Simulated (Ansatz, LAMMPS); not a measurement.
# 47In2O3-53ZnO (mol %) with crystalline order left by the classical run (65 atoms) under strain: runs compared

How stiff is 47In2O3-53ZnO (mol %) with crystalline order left by the classical run (65 atoms), and how do its levels respond to strain?

Computed with Ansatz 0.2.0: Kohn-Sham DFT, PBE, PAW (set soft_1), plane waves.

**1. The cell as built**

The cell holds 65 atoms: 18 In, 10 Zn and 37 O. Cell: a = 9.453 Å, b = 9.453 Å, c = 9.453 Å, α = 90.0°, β = 90.0°, γ = 90.0°. 65 atoms (18 Sc, 10 Zn, 37 O) placed at random at 4.13 g/cm³, melted at 5000 K for 10 ps at fixed volume with the Morse and Coulomb pair potential with partial charges (Pedone, Malavasi, Menziani, Cormack and Segre, J. Phys. Chem. B 110, 11780 (2006)). Quenched from 5000 K to 300 K at 300 K/ps and fixed volume, held 10 ps at zero pressure, then minimised at fixed cell. Then Sc was replaced by In and the cell scaled by 1.027 (the potential has no terms for the new elements, so the cell is a start for a DFT relaxation).

Limits known from the start: The quench rate of 300 K/ps is orders of magnitude faster than experiment, which tends to freeze in extra defects. The network of bonds at the start is that of the classical potential that made the cell, and needn't be the one that DFT or experiment would give.

**2. The reference run**

The reference is a single point at the end of the relaxation.

Every strained cell starts from the geometry of this run, and its atoms are relaxed with the cell held.

Its input, with most atom lines left out:

```yaml
crystal:
  lattice:
    - [9.77951, 0.43058, 0.13959]
    - [0.43058, 9.54686, 0.01768]
    - [0.13959, 0.01768, 9.4753]
  atoms:
    - { symbol: In, position: [0.7873, 0.55871, 0.31635] }
    - { symbol: In, position: [0.04929, 0.07843, 0.18478] }
    - { symbol: In, position: [0.29337, 0.54686, 0.91857] }
    - { symbol: In, position: [0.26482, 0.91331, 0.47845] }
    - { symbol: In, position: [0.60256, 0.90504, 0.46721] }
    - { symbol: In, position: [0.94854, 0.58132, 0.97979] }
    - { symbol: In, position: [0.75849, 0.06295, 0.71233] }
    [... atom lines 8 to 65 left out ...]
kpoints:
  mp_grid: { grid: [2, 2, 2] }
hamiltonian:
  xc: pbe
  pseudopotentials: { kind: paw, azcp: { folder: soft_1 } }
scf:
  occupations: { method: fermi_dirac, width: 0.025 }
output:
  forces: true
  stress: true
  populations: intrinsic
  dos:
    method: { smearing: { sigma: 0.08 } }
    de: 0.1
    projected: { site_lists: { In: [In], O: [O], Zn: [Zn] } }
  eigenvalues: true
  write_density: true
  write_potential: true
  volumetric_format: npy
  elf: true
```

- free energy per atom: -2383.7880 eV/atom
- r.m.s. force component: 0.00167 eV/Å
- pressure: 0.00027 GPa

Filled and empty levels are parted by 0.330 eV (on the run's k-points); a semilocal functional tends to put such gaps too low. In a disordered cell it changes from sample to sample, and tail or defect levels can set it.

**3. The runs**

Each row is one run, on 16 threads of Arm Neoverse V2, shared host. The free energy is the program's total, comparable only between runs with the same functional, potentials and atoms.

```csv
run,atoms,outcome,"ionic steps, all passes",free energy (eV),time,host memory (GiB)
Single point at the start,65,converged,-,-154943.637,17 s,9.6
Cell and atoms relaxed,65,converged,31,-154946.220,8.5 min,10
Single point at the relaxed geometry,65,converged,-,-154946.220,35 s,10
Volume -3 %,65,converged,6,-154945.972,2.1 min,9.9
Volume +3 %,65,converged,6,-154945.996,2.2 min,10
Volume -6 %,65,converged,8,-154945.173,2.3 min,9.6
Volume +6 %,65,converged,7,-154945.372,2.6 min,11
Volume -10 %,65,converged,10,-154943.255,3 min,9.3
Stretched by 1 % along x,65,converged,3,-154946.174,64 s,10
Compressed by 1 % along x,65,converged,3,-154946.173,63 s,10
Sheared by 2 % in xy,65,converged,6,-154946.204,2.1 min,10
```

In some runs the program notes that the SCF threshold is loose for the stress.

**4. Pressure against volume**

Atoms are relaxed at each volume, in the scaled cell.

```csv
volume change (%),volume (Å³/atom),energy change (meV/atom),pressure (GPa),largest move on relaxing (Å),bonds,gap (eV)
-10,12.222,45.61,11.84,0.94,148,0.403
-6,12.765,16.10,6.67,0.22,141,0.331
-3,13.173,3.81,3.07,0.11,138,0.338
+0,13.580,0.00,0.00,-,136,0.330
+3,13.987,3.44,-2.63,0.12,136,0.290
+6,14.395,13.03,-4.89,0.22,135,0.225
```

**5. Uniaxial strain and shear**

Stress (GPa, compression positive) less that of the relaxed cell, atoms relaxed:

```csv
strain,xx,yy,zz,xy,energy change (meV/atom)
stretched by 1 % along x,-1.627,-0.665,-0.770,-0.014,0.70
compressed by 1 % along x,1.716,0.723,0.810,0.017,0.71
sheared by 2 % in xy,-0.019,0.145,0.023,-0.306,0.24
```

**6. Findings**

The bulk modulus, from the slope of pressure against ln V over the three points nearest the relaxed volume, is 95.0 GPa; a quadratic over all points gives a pressure derivative of about 3.5. The count of bonds runs from 135 to 148 over the series, so at some points contacts cross the cutoffs. At -10 % some atom moved by over 0.5 Å on relaxing, so that point may sit in another local minimum. The gap goes from 0.403 eV at the smallest volume to 0.225 eV at the largest, -0.9 eV per unit of ln V by a straight line, not monotonically (lowest 0.225, highest 0.403 eV), on the run's k-points. In the Cartesian axes of the cell, finite differences give C11 = 167, C12 = 69.4, C13 = 79.0 and C66 = 15.3 GPa (the shear of 2 % is the engineering strain, εxy = 0.01). The mean of C11, C12 and C13, which equals the bulk modulus in a cubic or isotropic solid, is 105 GPa: it lies 11 % over the bulk modulus from the volumes. For an isotropic solid C66 would equal (C11 − C12)/2 = 48.9 GPa; so small a sample needn't be isotropic, and C66 rests on one shear. The two differ too much for isotropic moduli to be formed.

Caveats: Strains are finite and relaxations stop at the force tolerance of the input, which can leave moduli too stiff; they are those of a static cell at zero temperature. Volumes are changed with the cell's shape held, so in an anisotropic solid the modulus lies over the one under free hydrostatic load. The program notes that the SCF threshold of the relaxations is loose for the stress.

The DFT runs together took 26 min of wall time.

[Logs are printed without paths, hosts, clocks, repeated set-up lines and the standing remarks that a program may print on its own settings, such as how far it seeks lower states.]

[Hosts, paths, dates, database ids (printed as entryN), source tags and the programs' standing remarks are cut or masked in the printed files.]
